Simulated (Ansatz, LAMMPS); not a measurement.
# Relaxing glassy nearly rigid 84SiO2-7CaO-5ZnO-5Li2O (mol %), from a frame at 1500 K (127 atoms), part 2 of 3

Aim: bring glassy nearly rigid 84SiO2-7CaO-5ZnO-5Li2O (mol %), from a frame at 1500 K (127 atoms) to a nearby minimum of the energy and see what moves.

Ansatz 0.2.0; Kohn-Sham DFT, PBEsol, PAW (set soft_2), plane waves.

The cell: 37 Si, 3 Ca, 2 Zn, 4 Li and 81 O. The network of bonds at the start is that of the classical potential that made the cell. Only the Γ point is sampled, in a cell whose shortest periodic width is 12 Å.

So far. Step 3 (Single point at the start): The r.m.s. force component of 2.5 eV/Å and the pressure of 1.3 GPa set the starting point.

### Step 4. Relaxation

The atoms are relaxed in the fixed cell, aiming at the force tolerance of the input.

input.yaml

```yaml
crystal:
  lattice:
    - [12.05622, 0.0, 0.0]
    - [0.0, 12.05622, 0.0]
    - [0.0, 0.0, 12.05622]
  atoms:
    [... the 127 atom lines of step 3 ...]
kpoints:
  mp_grid: { grid: [1, 1, 1] }
hamiltonian:
  xc: pbesol
scf:
  occupations: { method: fermi_dirac, width: 0.129 }
output:
  forces: true
relax:
  f_tol: 0.05
  max_steps: 200
```

The run is started by

```console
> ansatz run input.yaml --threads 4 --pin off --max-ram 8192MiB --backend cpu --events-out ev --progress --plain --runs-dir out
```

Numbers of over 12 decimals in the logs are rounded to 6 here.

Output:

```text
[...]
Crystal: 127 atoms, lattice volume = 1752.401 Å³
Basis set: ecut = 420 eV, 34265 PW (Γ), exchange–correlation on 162×162×162 points (8 copies of the dense FFT grid, shifted against one another)
Bands: 483, of which v1, the nominal top of the filled ones, is band 350 counted from 1 (349 counted from 0)
Symmetry: 1 space group operations
[...]
k-points: 1
[...]
SCF iter   1: F=—  HF=-81282.257254 eV  |F-HF|=—  |Δ(HF+E_count)|=         —  Δρ=1.19e-2  dr2=2.02e0  ethr=1.77e-3  ⟨swp⟩=7.0  Hψ=2558  notcnv=0  defer=58
[...]
SCF iter   7: F=-81281.708163 eV  HF=-81281.708144 eV  |F-HF|=1.92e-5  |Δ(HF+E_count)|=   5.50e-6  Δρ=2.85e-5  dr2=1.75e-5  ethr=8.93e-9  ⟨swp⟩=2.0  Hψ=1502  notcnv=0
SCF 1 converged in 7 iterations: F = -81281.708163 eV  dr2 = 1.75e-5
[...]
relax step   1: F+E_penalty+E_count = -81281.70816283 eV  Δ(F+E_penalty+E_count) = +0.000e0 eV  max|allowed force component| = 9.425e0 eV/Å  Δτ_max = 0.0000 Å  (7 SCF iters, dr2 threshold 6.25e-5 eV, accepted)
[...]
relax step   2: F+E_penalty+E_count = -81297.49060759 eV  Δ(F+E_penalty+E_count) = -1.578e1 eV  max|allowed force component| = 5.480e0 eV/Å  Δτ_max = 0.1948 Å  (8 SCF iters, dr2 threshold 1.00e-4 eV, accepted)
[...]
relax step   3: F+E_penalty+E_count = -81308.82702168 eV  Δ(F+E_penalty+E_count) = -1.134e1 eV  max|allowed force component| = 1.878e0 eV/Å  Δτ_max = 0.1948 Å  (8 SCF iters, dr2 threshold 1.00e-4 eV, accepted)
relax step   4: F+E_penalty+E_count = -81311.70866636 eV  Δ(F+E_penalty+E_count) = -2.882e0 eV  max|allowed force component| = 1.048e0 eV/Å  Δτ_max = 0.1950 Å  (8 SCF iters, dr2 threshold 1.00e-4 eV, accepted)
relax step   5: F+E_penalty+E_count = -81313.04692626 eV  Δ(F+E_penalty+E_count) = -1.338e0 eV  max|allowed force component| = 8.212e-1 eV/Å  Δτ_max = 0.1951 Å  (8 SCF iters, dr2 threshold 1.00e-4 eV, accepted)
relax step   6: F+E_penalty+E_count = -81313.79560086 eV  Δ(F+E_penalty+E_count) = -7.487e-1 eV  max|allowed force component| = 4.802e-1 eV/Å  Δτ_max = 0.1935 Å  (7 SCF iters, dr2 threshold 1.00e-4 eV, accepted)
relax step   7: F+E_penalty+E_count = -81314.27831868 eV  Δ(F+E_penalty+E_count) = -4.827e-1 eV  max|allowed force component| = 3.510e-1 eV/Å  Δτ_max = 0.1952 Å  (7 SCF iters, dr2 threshold 7.89e-5 eV, accepted)
relax step   8: F+E_penalty+E_count = -81314.61061691 eV  Δ(F+E_penalty+E_count) = -3.323e-1 eV  max|allowed force component| = 2.484e-1 eV/Å  Δτ_max = 0.1953 Å  (7 SCF iters, dr2 threshold 4.21e-5 eV, accepted)
relax step   9: F+E_penalty+E_count = -81314.89650589 eV  Δ(F+E_penalty+E_count) = -2.859e-1 eV  max|allowed force component| = 2.605e-1 eV/Å  Δτ_max = 0.1951 Å  (7 SCF iters, dr2 threshold 3.09e-5 eV, accepted)
relax step  10: F+E_penalty+E_count = -81315.12426762 eV  Δ(F+E_penalty+E_count) = -2.278e-1 eV  max|allowed force component| = 2.787e-1 eV/Å  Δτ_max = 0.1948 Å  (7 SCF iters, dr2 threshold 3.40e-5 eV, accepted)
relax step  11: F+E_penalty+E_count = -81315.23392331 eV  Δ(F+E_penalty+E_count) = -1.097e-1 eV  max|allowed force component| = 4.237e-1 eV/Å  Δτ_max = 0.1816 Å  (7 SCF iters, dr2 threshold 7.77e-5 eV, accepted)
relax step  12: F+E_penalty+E_count = -81315.32147784 eV  Δ(F+E_penalty+E_count) = -8.755e-2 eV  max|allowed force component| = 3.758e-1 eV/Å  Δτ_max = 0.0619 Å  (5 SCF iters, dr2 threshold 1.00e-4 eV, accepted)
relax step  13: F+E_penalty+E_count = -81315.42307639 eV  Δ(F+E_penalty+E_count) = -1.016e-1 eV  max|allowed force component| = 2.389e-1 eV/Å  Δτ_max = 0.1019 Å  (5 SCF iters, dr2 threshold 1.00e-4 eV, accepted)
relax step  14: F+E_penalty+E_count = -81315.49642153 eV  Δ(F+E_penalty+E_count) = -7.335e-2 eV  max|allowed force component| = 1.934e-1 eV/Å  Δτ_max = 0.1073 Å  (7 SCF iters, dr2 threshold 2.30e-5 eV, accepted)
relax step  15: F+E_penalty+E_count = -81315.54580928 eV  Δ(F+E_penalty+E_count) = -4.939e-2 eV  max|allowed force component| = 3.218e-1 eV/Å  Δτ_max = 0.0863 Å  (7 SCF iters, dr2 threshold 1.51e-5 eV, accepted)
relax step  16: F+E_penalty+E_count = -81315.59665948 eV  Δ(F+E_penalty+E_count) = -5.085e-2 eV  max|allowed force component| = 2.694e-1 eV/Å  Δτ_max = 0.0718 Å  (5 SCF iters, dr2 threshold 6.79e-5 eV, accepted)
relax step  17: F+E_penalty+E_count = -81315.57770038 eV  Δ(F+E_penalty+E_count) = +1.896e-2 eV  max|allowed force component| = 3.824e-1 eV/Å  Δτ_max = 0.2000 Å  (7 SCF iters, dr2 threshold 5.08e-5 eV, rejected (line search))
relax step  18: F+E_penalty+E_count = -81315.66093625 eV  Δ(F+E_penalty+E_count) = -6.428e-2 eV  max|allowed force component| = 1.171e-1 eV/Å  Δτ_max = 0.0970 Å  (10 SCF iters, accepted)
relax step  19: F+E_penalty+E_count = -81315.67032200 eV  Δ(F+E_penalty+E_count) = -9.386e-3 eV  max|allowed force component| = 1.026e-1 eV/Å  Δτ_max = 0.0925 Å  (8 SCF iters, dr2 threshold 2.59e-6 eV, accepted)
[...]
relax step  20: F+E_penalty+E_count = -81315.67908999 eV  Δ(F+E_penalty+E_count) = -8.768e-3 eV  max|allowed force component| = 4.813e-2 eV/Å  Δτ_max = 0.0178 Å  (8 SCF iters, accepted)
SCF converged after 8 iterations
Free energy (F): -81315.679090 eV
[...]
Internal energy: -81315.679083 eV  (E = F + TS)
E sigma→0 (E₀):  -81315.679087 eV
Entropy (-TS):   -0.000007 eV (-0.000 meV/atom)
Fermi energy:    5.056129 eV
[...]
--- Forces (eV/Å), atoms counted from 1 ---
  atom   1  Si     0.01111447    -0.01881308    -0.00349930
  atom   2  Si     0.00453713    -0.00780357     0.01408207
  atom   3  Si    -0.02692155     0.03009803     0.03071555
  atom   4  Si    -0.01978854    -0.01128498    -0.01194422
  atom   5  Si     0.00742338     0.00811150    -0.02419513
  atom   6  Si     0.00184041    -0.00141022    -0.00105937
  atom   7  Si    -0.03905979     0.01782620     0.00372701
  atom   8  Si    -0.02762286    -0.00385910     0.01515726
  atom   9  Si    -0.00752480     0.01246310    -0.00262920
  atom  10  Si     0.00368921    -0.00321871    -0.01633433
  atom  11  Si     0.00316670     0.04812890     0.02801939
  atom  12  Si    -0.01746348    -0.00297314     0.01381934
  atom  13  Si    -0.00372308     0.00511503     0.00738702
  atom  14  Si    -0.01941144    -0.01039946     0.00370525
[...]
atom 126  O      0.02214959    -0.02678098     0.01595570
  atom 127  O     -0.00195522    -0.00374388     0.00273586
  max |Σ_I F_I| component: 5.66e-5 eV/Å
--- Relaxed structure (20 steps of the walk, 19 accepted, 0 SCFs on fresh bases) ---
  F+E_penalty+E_count = -81315.67908999 eV   max|allowed force component| = 4.813e-2 eV/Å
  atoms:
    - { symbol: Si, position: [0.586606, 0.914593, 0.525447] }
    - { symbol: Si, position: [0.532015, 0.286771, 0.028749] }
    - { symbol: Si, position: [0.203666, 0.567057, 0.928226] }
    - { symbol: Si, position: [0.891609, 0.015245, 0.816376] }
[...]
- { symbol: O, position: [0.987702, 0.267548, 0.387820] }
```

Elapsed: 5.4 min, on 4 threads of Arm Neoverse V2, shared host; peak memory 2.5 GiB.

Step by step:

| step | energy less that of the first step (eV) | largest force component (eV/Å) |
| --- | --- | --- |
| 1 | 0.0000 | 9.4248 |
| 2 | -15.7824 | 5.4803 |
| 3 | -27.1189 | 1.8777 |
| 4 | -30.0005 | 1.0483 |
| 5 | -31.3388 | 0.8212 |
| 6 | -32.0874 | 0.4802 |
| 7 | -32.5702 | 0.3510 |
| 8 | -32.9025 | 0.2484 |
| 9 | -33.1883 | 0.2605 |
| 10 | -33.4161 | 0.2787 |
| 11 | -33.5258 | 0.4237 |
| 12 | -33.6133 | 0.3758 |
| 13 | -33.7149 | 0.2389 |
| 14 | -33.7883 | 0.1934 |
| 15 | -33.8376 | 0.3218 |
| 16 | -33.8885 | 0.2694 |
| 17 | -33.8695 | 0.3824 |
| 18 | -33.9528 | 0.1171 |
| 19 | -33.9622 | 0.1026 |
| 20 | -33.9709 | 0.0481 |

Relaxation step 17 was tried and not accepted.

The atoms that moved most (Å):

| atom | dx | dy | dz | length |
| --- | --- | --- | --- | --- |
| Ca38 | 0.410 | -1.107 | -0.548 | 1.302 |
| O110 | -0.057 | -0.510 | -0.866 | 1.007 |
| O121 | 0.098 | -0.965 | 0.116 | 0.977 |
| O55 | 0.736 | -0.531 | -0.142 | 0.919 |
| Li43 | -0.478 | -0.031 | 0.731 | 0.874 |
| O99 | -0.283 | 0.575 | 0.560 | 0.851 |
| O91 | -0.475 | 0.696 | 0.083 | 0.846 |
| O75 | 0.733 | 0.273 | 0.296 | 0.837 |

The relaxation changed the energy by -267 meV/atom, and atoms moved by 0.49 Å r.m.s., 1.3 Å at most.

### Step 5. Structure statistics after relaxation

Bonds before and after, by the cutoffs listed below:

| pair | bonds before | bonds after | mean before (Å) | mean after (Å) | spread before (Å) | spread after (Å) |
| --- | --- | --- | --- | --- | --- | --- |
| O-Si | 150 | 150 | 1.649 | 1.643 | 0.115 | 0.038 |
| O-Li | 9 | 12 | 1.990 | 1.989 | 0.121 | 0.143 |
| O-Ca | 12 | 15 | 2.454 | 2.393 | 0.220 | 0.143 |
| O-Zn | 6 | 7 | 1.951 | 1.992 | 0.100 | 0.092 |

Density 2.48 g/cm³, 13.80 Å³ an atom.

Pair distribution functions g(r), in bins of 0.2 Å:

| r (Å) | total | O-O | O-Si | O-Li | O-Ca | O-Zn | Si-Si |
| --- | --- | --- | --- | --- | --- | --- | --- |
| 1.50 | 0.21 | 0.00 | 0.56 | 0.00 | 0.00 | 0.00 | 0.00 |
| 1.70 | 4.58 | 0.00 | 12.24 | 0.69 | 0.00 | 0.00 | 0.00 |
| 1.90 | 0.25 | 0.00 | 0.14 | 3.06 | 0.00 | 3.62 | 0.00 |
| 2.10 | 0.18 | 0.00 | 0.00 | 2.05 | 0.64 | 4.05 | 0.00 |
| 2.30 | 0.19 | 0.08 | 0.00 | 0.87 | 4.25 | 0.00 | 0.00 |
| 2.50 | 0.80 | 1.71 | 0.00 | 0.68 | 2.29 | 0.70 | 0.00 |
| 2.70 | 2.05 | 4.75 | 0.00 | 0.58 | 0.40 | 1.25 | 0.00 |
| 2.90 | 0.50 | 0.64 | 0.05 | 0.00 | 0.00 | 0.49 | 1.55 |
| 3.10 | 0.86 | 0.51 | 0.24 | 1.36 | 0.59 | 0.90 | 4.86 |
| 3.30 | 0.80 | 0.68 | 0.69 | 1.36 | 0.79 | 0.00 | 0.97 |
| 3.50 | 0.83 | 0.85 | 1.05 | 0.18 | 0.48 | 1.08 | 0.00 |
| 3.70 | 0.82 | 0.52 | 1.22 | 1.12 | 0.62 | 0.62 | 0.15 |
| 3.90 | 1.10 | 0.73 | 1.75 | 1.28 | 0.93 | 0.56 | 0.27 |
| 4.10 | 1.29 | 0.72 | 2.19 | 1.14 | 1.36 | 1.02 | 0.60 |
| 4.30 | 1.15 | 0.90 | 1.46 | 1.18 | 1.40 | 1.61 | 0.82 |
| 4.50 | 0.88 | 0.93 | 0.73 | 0.95 | 1.13 | 1.92 | 1.10 |
| 4.70 | 1.10 | 1.17 | 0.86 | 1.36 | 1.56 | 1.35 | 1.46 |
| 4.90 | 1.09 | 1.41 | 0.74 | 0.72 | 1.31 | 0.91 | 1.56 |
| 5.10 | 1.05 | 1.39 | 0.69 | 0.99 | 0.99 | 0.82 | 1.29 |
| 5.30 | 1.04 | 1.34 | 0.62 | 0.84 | 0.92 | 0.93 | 1.38 |
| 5.50 | 0.95 | 0.96 | 0.88 | 0.86 | 0.67 | 0.98 | 1.22 |
| 5.70 | 0.93 | 0.85 | 0.98 | 0.80 | 0.89 | 0.66 | 1.16 |
| 5.90 | 0.94 | 0.73 | 1.15 | 0.98 | 0.74 | 0.36 | 0.83 |

Bonds by pair of elements; cutoffs follow the first minimum of g(r), held within bounds set by covalent radii, and pairs that aren't listed don't count as bonded:

| pair A-B | cutoff (Å) | bonds | mean length (Å) | spread (Å) | shortest (Å) | B about A | A about B |
| --- | --- | --- | --- | --- | --- | --- | --- |
| O-Si | 2.16 | 150 | 1.64 | 0.038 | 1.57 | 1.85 | 4.05 |
| O-Li | 2.38 | 12 | 1.99 | 0.143 | 1.80 | 0.148 | 3 |
| O-Ca | 2.88 | 15 | 2.39 | 0.143 | 2.12 | 0.185 | 5 |
| O-Zn | 2.33 | 7 | 1.99 | 0.092 | 1.84 | 0.086 | 3.5 |

How many atoms have how many bonded neighbours:

| element | mean | 2 | 3 | 4 | 5 | 6 |
| --- | --- | --- | --- | --- | --- | --- |
| Ca | 5 | 0 | 0 | 1 | 1 | 1 |
| Li | 3 | 1 | 2 | 1 | 0 | 0 |
| O | 2.27 | 60 | 20 | 1 | 0 | 0 |
| Si | 4.05 | 0 | 0 | 35 | 2 | 0 |
| Zn | 3.5 | 0 | 1 | 1 | 0 | 0 |

Bond angles, per cent of each kind in bins of 5°:

| angle (°) | O-Si-O | Si-O-Si | O-Ca-O | Ca-O-Si | Li-O-Si |
| --- | --- | --- | --- | --- | --- |
| 55–60 | 0.0 | 0.0 | 3.2 | 0.0 | 0.0 |
| 60–65 | 0.0 | 0.0 | 6.5 | 0.0 | 0.0 |
| 65–70 | 0.0 | 0.0 | 0.0 | 0.0 | 0.0 |
| 70–75 | 0.0 | 0.0 | 0.0 | 0.0 | 0.0 |
| 75–80 | 0.0 | 0.0 | 19.4 | 0.0 | 0.0 |
| 80–85 | 0.9 | 0.0 | 6.5 | 0.0 | 0.0 |
| 85–90 | 1.7 | 0.0 | 12.9 | 0.0 | 5.9 |
| 90–95 | 2.6 | 0.0 | 3.2 | 9.5 | 17.6 |
| 95–100 | 2.2 | 0.0 | 6.5 | 9.5 | 5.9 |
| 100–105 | 14.3 | 0.0 | 9.7 | 9.5 | 11.8 |
| 105–110 | 37.8 | 0.0 | 0.0 | 4.8 | 11.8 |
| 110–115 | 26.1 | 0.0 | 3.2 | 14.3 | 17.6 |
| 115–120 | 9.1 | 2.9 | 3.2 | 14.3 | 5.9 |
| 120–125 | 3.0 | 4.3 | 0.0 | 9.5 | 5.9 |
| 125–130 | 0.4 | 8.7 | 3.2 | 4.8 | 5.9 |
| 130–135 | 0.4 | 21.7 | 6.5 | 4.8 | 0.0 |
| 135–140 | 0.0 | 2.9 | 3.2 | 9.5 | 0.0 |
| 140–145 | 0.0 | 18.8 | 6.5 | 4.8 | 5.9 |
| 145–150 | 0.4 | 14.5 | 0.0 | 4.8 | 0.0 |
| 150–155 | 0.0 | 11.6 | 0.0 | 0.0 | 5.9 |
| 155–160 | 0.0 | 4.3 | 3.2 | 0.0 | 0.0 |
| 160–165 | 0.4 | 4.3 | 0.0 | 0.0 | 0.0 |
| 165–170 | 0.0 | 1.5 | 0.0 | 0.0 | 0.0 |
| 170–175 | 0.0 | 4.3 | 0.0 | 0.0 | 0.0 |
| 175–180 | 0.4 | 0.0 | 3.2 | 0.0 | 0.0 |

Bond angles (no mean is given where the spread exceeds 20°):

| angle | count | mean (°) | spread (°) |
| --- | --- | --- | --- |
| O-Si-O | 230 | 109 | 9.1 |
| Si-O-Si | 69 | 142 | 12.9 |
| O-Ca-O | 31 | - | - |
| Ca-O-Si | 21 | 117 | 15.9 |
| Li-O-Si | 17 | 110 | 17.4 |

Oxygen atoms by the number of network formers (Si, P, Ge, B, Al, As, Ga) bound to them:

| network formers bound to O | O atoms | per cent |
| --- | --- | --- |
| 0 | 0 | 0 |
| 1 | 12 | 14.8 |
| 2 | 69 | 85.2 |

Network units: each former by its oxygen neighbours and how many of them bridge to another former:

| former | O neighbours | bridging O | atoms |
| --- | --- | --- | --- |
| Si | 4 | 2 | 2 |
| Si | 4 | 3 | 8 |
| Si | 4 | 4 | 25 |
| Si | 5 | 5 | 2 |

Bond length by coordination (bonds to H left out):

| element | coordination | atoms | mean bond length (Å) |
| --- | --- | --- | --- |
| Ca | 4 | 1 | 2.35 |
| Ca | 5 | 1 | 2.44 |
| Ca | 6 | 1 | 2.38 |
| Li | 2 | 1 | 1.86 |
| Li | 3 | 2 | 1.99 |
| Li | 4 | 1 | 2.06 |
| O | 2 | 60 | 1.64 |
| O | 3 | 20 | 1.91 |
| O | 4 | 1 | 2.04 |
| Si | 4 | 35 | 1.64 |
| Si | 5 | 2 | 1.74 |
| Zn | 3 | 1 | 1.93 |
| Zn | 4 | 1 | 2.04 |

Rings of the network by King's shortest-path rule, up to 12 atoms, one path for each pair of neighbours; H, halogens, alkali and alkaline-earth atoms are left out, and the last column divides by all other atoms, bonded or not:

| ring size (atoms) | rings | per network atom |
| --- | --- | --- |
| 6 | 4 | 0.033 |
| 8 | 5 | 0.042 |
| 10 | 11 | 0.092 |
| 12 | 24 | 0.2 |

First main peaks of g(r), for some of the pairs, lie near 2.7 Å (O-O), 1.6 Å (O-Si), 1.9 Å (O-Li), 2.3 Å (O-Ca), 2.0 Å (O-Zn) and 3.1 Å (Si-Si). With the cutoffs above, 50 % of Li atoms have 3, 74 % of O atoms have 2 and 95 % of Si atoms have 4 bonded neighbours. The O-Si-O angle averages 109° with a spread of 9°. Counting bonds to Si alone, not to Zn, 85 % of the oxygens join two of these atoms and 15 % one. The commonest Si unit has 4 oxygens, 4 of them shared with other formers (25 of 37 atoms). Rings of 12 atoms are the most common (55 % of those counted); sizes run from 6 to 12, where the search stops.

(Continued in part 3 of 3.)

[Logs are printed without paths, hosts, clocks, repeated set-up lines and the standing remarks that a program may print on its own settings, such as how far it seeks lower states.]

[Hosts, paths, dates, database ids (printed as entryN), source tags and the programs' standing remarks are cut or masked in the printed files.]
